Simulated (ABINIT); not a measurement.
**GaN (F-43m): how ε∞ follows the gap**

The empty bands of GaN (F-43m) are shifted up rigidly by Δ, and ε∞ is computed for each shift.

Cell: a, b, c = 3.187, 3.187, 3.187 Å (primitive vectors), 2 atoms.

Method: ABINIT 10.8.3, LDA, independent particles, k-mesh 13×13×13, Lorentzian half width 0.04 eV.

Launch of the response step: `optic optic.abi`. The series took 91 s in all, its band step included, on 4 threads of AMD EPYC (Zen 3) (shared host).

| Δ (eV) | ε∞ |
| --- | --- |
| 0.00 | 6.078 |
| 0.40 | 5.779 |
| 0.80 | 5.522 |
| 1.20 | 5.297 |
| 1.60 | 5.097 |
| 2.00 | ? |

With one effective transition at E₀ and fixed dipole strength, ε∞ − 1 = A/(E₀ + Δ), so 1/(ε∞ − 1) is linear in Δ.

Working, on the rows shown:

| x = Δ (eV) | y = 1/(ε∞ − 1) |
| --- | --- |
| 0 | 0.196928 |
| 0.4 | 0.209249 |
| 0.8 | 0.221141 |
| 1.2 | 0.232721 |
| 1.6 | 0.244081 |

Means: x̄ = 0.8, ȳ = 0.22082. Σ(x − x̄)(y − ȳ) = 0.04711, Σ(x − x̄)² = 1.6. Slope = 0.04711 / 1.6 = 0.02944; intercept = ȳ − slope · x̄ = 0.19727. Turned back into ε∞, the line misses the rows shown by at most 0.0088.

Problem. Predict the last column of the withheld row from the fit.

Solution. At x = 2 the line gives y = 0.25616, that is 4.904. The run gave 4.918, so the extrapolation is off by 0.014, 1.2 % of the range in the table.

Refitted with all rows, the slope is 0.02911 and the intercept 0.19744. These give E₀ = intercept/slope = 6.8 eV, far above the least direct gap of 1.77 eV: most of the screening comes from transitions well over the edge. Over the first step ε∞ falls by 12 % per eV. Excitons are left out and so are local fields; LDA gaps are as a rule too small. The values come from a sum over the points of one k-mesh and carry its error, which grows as the direct gap shrinks. Spin-orbit coupling is left out.
